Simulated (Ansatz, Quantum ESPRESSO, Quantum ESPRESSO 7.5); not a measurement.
## Complex bands of NaCl, rock salt type, lattice constant set to 5.871 Å

How good a tunnel barrier is NaCl, rock salt type, lattice constant set to 5.871 Å?

Main program and level: Quantum ESPRESSO 7.5; plane-wave DFT, PBE, SG15 norm-conserving pseudopotentials (cross-check by Ansatz 0.2.0 with PAW datasets).

### Step 1. The structure

The structure is cubic, space group Fm-3m (No. 225). The conventional cell has a = 5.871 Å, b = 5.871 Å, c = 5.871 Å, α = 90.00°, β = 90.00°, γ = 90.00°. Na has 6 Cl at 2.94 Å nearest. Cl has 6 Na at 2.94 Å nearest. Farther neighbours and most contacts between anions are not listed.

### Step 2. Self-consistent run

pwcond needs a cell whose third axis lies along the current and stands perpendicular to the other two.

scf.in

```
&control
  prefix = 'scf'
  outdir = './out'
  pseudo_dir = './pseudo'
  calculation = 'scf'
  tprnfor = .true.
/
&system
  ibrav = 0
  nat = 4
  ntyp = 2
  ecutwfc = 60
  ecutrho = 240
  occupations = 'fixed'
  nbnd = 20
/
&electrons
  conv_thr = 1e-09
  mixing_beta = 0.6
  electron_maxstep = 120
/
ATOMIC_SPECIES
  Na  22.9898  Na_ONCV_PBE-1.2.upf
  Cl  35.4500  Cl_ONCV_PBE-1.2.upf
CELL_PARAMETERS angstrom
  4.15142391234622 0.00000000000000 0.00000000000000
  0.00000000000000 4.15142391234622 0.00000000000000
  0.00000000000000 0.00000000000000 5.87100000000000
ATOMIC_POSITIONS crystal
  Na  0.000000000000 0.000000000000 0.000000000000
  Cl  0.500000000000 0.500000000000 0.000000000000
  Na  0.500000000000 0.500000000000 0.500000000000
  Cl  0.000000000000 0.000000000000 0.500000000000
K_POINTS automatic
  6 6 6 0 0 0
```

Command:

```bash
$ OMP_NUM_THREADS=1 mpirun -n 2 pw.x -nk 2 -in scf.in > scf.out
```

The log of the run:

```text
Program PWSCF v.7.5 starts
[citation notice left out]

     Parallel version (MPI & OpenMP), running on       2 processor cores
     Number of MPI processes:                 2
     Threads/MPI process:                     1

     MPI processes distributed on     1 nodes
[...]
Current dimensions of program PWSCF are:
     Max number of different atomic species (ntypx) = 10
     Max number of k-points (npk) =  40000
     Max angular momentum in pseudopotentials (lmaxx) =  4
     Found identity + ( -0.5000 -0.5000 -0.5000) symmetry
     This is a supercell, fractional translations are disabled
     Message from routine setup:
     using ibrav=0 with symmetry is DISCOURAGED, use correct ibrav instead

     K-points division:     npool     =       2
     Subspace diagonalization in iterative solution of the eigenvalue problem:
     a serial algorithm will be used

     G-vector sticks info
     --------------------
     sticks:   dense  smooth     PW     G-vecs:    dense   smooth      PW
     Sum        1185    1185    349                42975    42975    6761

     Using Slab Decomposition

     bravais-lattice index     =            0
     lattice parameter (alat)  =       7.8451  a.u.
     unit-cell volume          =     682.8147 (a.u.)^3
     number of atoms/cell      =            4
     number of atomic types    =            2
     number of electrons       =        32.00
     number of Kohn-Sham states=           20
     kinetic-energy cutoff     =      60.0000  Ry
     charge density cutoff     =     240.0000  Ry
     scf convergence threshold =      1.0E-09
     mixing beta               =       0.6000
     number of iterations used =            8  plain     mixing
     Exchange-correlation= PBE
                           (   1   4   3   4   0   0   0)

     celldm(1)=   7.845054  celldm(2)=   0.000000  celldm(3)=   0.000000
     celldm(4)=   0.000000  celldm(5)=   0.000000  celldm(6)=   0.000000

     crystal axes: (cart. coord. in units of alat)
               a(1) = (   1.000000   0.000000   0.000000 )
               a(2) = (   0.000000   1.000000   0.000000 )
               a(3) = (   0.000000   0.000000   1.414214 )

     reciprocal axes: (cart. coord. in units 2 pi/alat)
               b(1) = (  1.000000  0.000000  0.000000 )
               b(2) = (  0.000000  1.000000  0.000000 )
               b(3) = (  0.000000  0.000000  0.707107 )

     PseudoPot. # 1 for Na read from file:
     ./pseudo/Na_ONCV_PBE-1.2.upf
     Pseudo is Norm-conserving, Zval =  9.0
     Generated using ONCVPSP code by D. R. Hamann
     Using radial grid of  602 points,  4 beta functions with:
                l(1) =   0
                l(2) =   0
                l(3) =   1
                l(4) =   1

     PseudoPot. # 2 for Cl read from file:
     ./pseudo/Cl_ONCV_PBE-1.2.upf
     Pseudo is Norm-conserving, Zval =  7.0
     Generated using ONCVPSP code by D. R. Hamann
     Using radial grid of  602 points,  4 beta functions with:
                l(1) =   0
                l(2) =   0
                l(3) =   1
                l(4) =   1

     atomic species   valence    mass     pseudopotential
     Na                9.00    22.98980     Na( 1.00)
     Cl                7.00    35.45000     Cl( 1.00)

     16 Sym. Ops., with inversion, found

   Cartesian axes

     site n.     atom                  positions (alat units)
         1        Na     tau(   1) = (   0.0000000   0.0000000   0.0000000  )
         2        Cl     tau(   2) = (   0.5000000   0.5000000   0.0000000  )
         3        Na     tau(   3) = (   0.5000000   0.5000000   0.7071068  )
         4        Cl     tau(   4) = (   0.0000000   0.0000000   0.7071068  )

     number of k points=    40
                       cart. coord. in units 2pi/alat
        k(    1) = (   0.0000000   0.0000000   0.0000000), wk =   0.0092593
        k(    2) = (   0.0000000   0.0000000   0.1178511), wk =   0.0185185
        k(    3) = (   0.0000000   0.0000000   0.2357023), wk =   0.0185185
        k(    4) = (   0.0000000   0.0000000  -0.3535534), wk =   0.0092593
        k(    5) = (   0.0000000   0.1666667   0.0000000), wk =   0.0370370
        k(    6) = (   0.0000000   0.1666667   0.1178511), wk =   0.0740741
        k(    7) = (   0.0000000   0.1666667   0.2357023), wk =   0.0740741
        k(    8) = (   0.0000000   0.1666667  -0.3535534), wk =   0.0370370
        k(    9) = (   0.0000000   0.3333333   0.0000000), wk =   0.0370370
        k(   10) = (   0.0000000   0.3333333   0.1178511), wk =   0.0740741
[...]
k(   40) = (  -0.5000000  -0.5000000  -0.3535534), wk =   0.0092593

     Dense  grid:    42975 G-vectors     FFT dimensions: (  40,  40,  60)

     Estimated max dynamical RAM per process >      70.07 MB

     Estimated total dynamical RAM >     129.65 MB

     Initial potential from superposition of free atoms

     starting charge      31.7172, renormalised to      32.0000
     Starting wfcs are random

     total cpu time spent up to now is        1.9 secs

     per-process dynamical memory:    60.4 Mb

     Self-consistent Calculation

     iteration #  1     ecut=    60.00 Ry     beta= 0.60
     Davidson diagonalization with overlap
     ethr =  1.00E-02,  avg # of iterations =  8.4

     Threshold (ethr) on eigenvalues was too large:
     Diagonalizing with lowered threshold

     Davidson diagonalization with overlap
     ethr =  3.48E-04,  avg # of iterations =  3.8

     total cpu time spent up to now is       11.5 secs

     total energy              =    -231.27792497 Ry
     estimated scf accuracy    <       0.10998606 Ry

     iteration #  2     ecut=    60.00 Ry     beta= 0.60
[...]
total energy              =    -231.30367724 Ry
     estimated scf accuracy    <       0.01132814 Ry

     iteration #  3     ecut=    60.00 Ry     beta= 0.60
[...]
total energy              =    -231.30556851 Ry
     estimated scf accuracy    <       0.00095508 Ry

     iteration #  4     ecut=    60.00 Ry     beta= 0.60
[...]
total energy              =    -231.30567411 Ry
     estimated scf accuracy    <       0.00002219 Ry

     iteration #  5     ecut=    60.00 Ry     beta= 0.60
[...]
total energy              =    -231.30568102 Ry
     estimated scf accuracy    <       0.00000084 Ry

     iteration #  6     ecut=    60.00 Ry     beta= 0.60
[...]
total energy              =    -231.30568156 Ry
     estimated scf accuracy    <       0.00000008 Ry

     iteration #  7     ecut=    60.00 Ry     beta= 0.60
[...]
End of self-consistent calculation

          k = 0.0000 0.0000 0.0000 (  5431 PWs)   bands (ev):

   -48.8385 -48.8375 -20.7716 -20.7647 -20.7647 -20.7600 -20.7600 -20.7600
   -12.0423 -11.7709  -1.0134  -0.1379  -0.1379   0.3500   0.3500   0.3500
     5.0353   7.5642   8.5624  10.8478

          k = 0.0000 0.0000 0.1179 (  5375 PWs)   bands (ev):

   -48.8381 -48.8372 -20.7711 -20.7644 -20.7644 -20.7610 -20.7603 -20.7603
   -12.0226 -11.7874  -0.9620  -0.1081  -0.1081   0.1946   0.3140   0.3140
     5.3127   7.6004   8.6733  10.5938

          k = 0.0000 0.0000 0.2357 (  5364 PWs)   bands (ev):

   -48.8379 -48.8373 -20.7695 -20.7636 -20.7635 -20.7635 -20.7611 -20.7611
   -11.9698 -11.8338  -0.8005  -0.1570  -0.0248  -0.0248   0.2184   0.2184
     6.0083   7.4675   9.0027  10.2462

          k = 0.0000 0.0000-0.3536 (  5364 PWs)   bands (ev):

   -48.8376 -48.8376 -20.7668 -20.7668 -20.7623 -20.7623 -20.7623 -20.7623
   -11.9003 -11.9002  -0.5227  -0.5226   0.0937   0.0937   0.0937   0.0937
     6.8469   6.8470   9.5384   9.5385

          k = 0.0000 0.1667 0.0000 (  5373 PWs)   bands (ev):

   -48.8380 -48.8372 -20.7707 -20.7666 -20.7641 -20.7625 -20.7606 -20.7600
   -12.0040 -11.7673  -0.9149  -0.3591  -0.0964   0.0203   0.2753   0.3282
     5.5595   7.9523   8.8708  10.5916

          k = 0.0000 0.1667 0.1179 (  5370 PWs)   bands (ev):

   -48.8379 -48.8373 -20.7709 -20.7656 -20.7640 -20.7638 -20.7603 -20.7603
   -11.9864 -11.7813  -0.9119  -0.2858  -0.1444  -0.0701   0.2974   0.2974
     5.7757   7.9756   8.9599  10.3258

[...]
highest occupied, lowest unoccupied level (ev):     0.3500    5.0353

!    total energy              =    -231.30568158 Ry
     estimated scf accuracy    <          9.5E-10 Ry

     The total energy is the sum of the following terms:
     one-electron contribution =    -135.89351362 Ry
     hartree contribution      =      73.70656355 Ry
     xc contribution           =     -36.92115831 Ry
     ewald contribution        =    -132.19757320 Ry

     convergence has been achieved in   7 iterations

     Forces acting on atoms (cartesian axes, Ry/au):

     atom    1 type  1   force =     0.00000000    0.00000000    0.00000000
     atom    2 type  2   force =     0.00000000    0.00000000    0.00000000
     atom    3 type  1   force =     0.00000000    0.00000000    0.00000000
     atom    4 type  2   force =     0.00000000    0.00000000    0.00000000

     Total force =     0.000000     Total SCF correction =     0.000000

[...]
=------------------------------------------------------------------------------=
   JOB DONE.
=------------------------------------------------------------------------------=
```

Run time: 29 s. Hardware: 2 MPI ranks of Intel Xeon Platinum 8259CL at 2.50GHz (Skylake/Cascade Lake), shared host; peak memory 0.23 GiB.

Read from the output:

- free energy: -3147.0741 eV
- valence top, on the run's zero: 0.3500 eV
- conduction bottom, on the run's zero: 5.035 eV
- gap by band count: 4.685 eV

The run needed 7 iterations to bring the estimated error under 1e-09 Ry.

(Continued in part 2 of 3.)

[Logs are printed without paths, hosts, clocks, repeated set-up lines and the standing remarks that a program may print on its own settings, such as how far it seeks lower states.]

[Hosts, paths, dates, database ids (printed as entryN), source tags and the programs' standing remarks are cut or masked in the printed files.]

[Maps of the electrostatic potential energy from Ansatz leave out the sawtooth potential of an applied field or a dipole correction, so their vacuum need not be flat; planar profiles and work functions include it.]
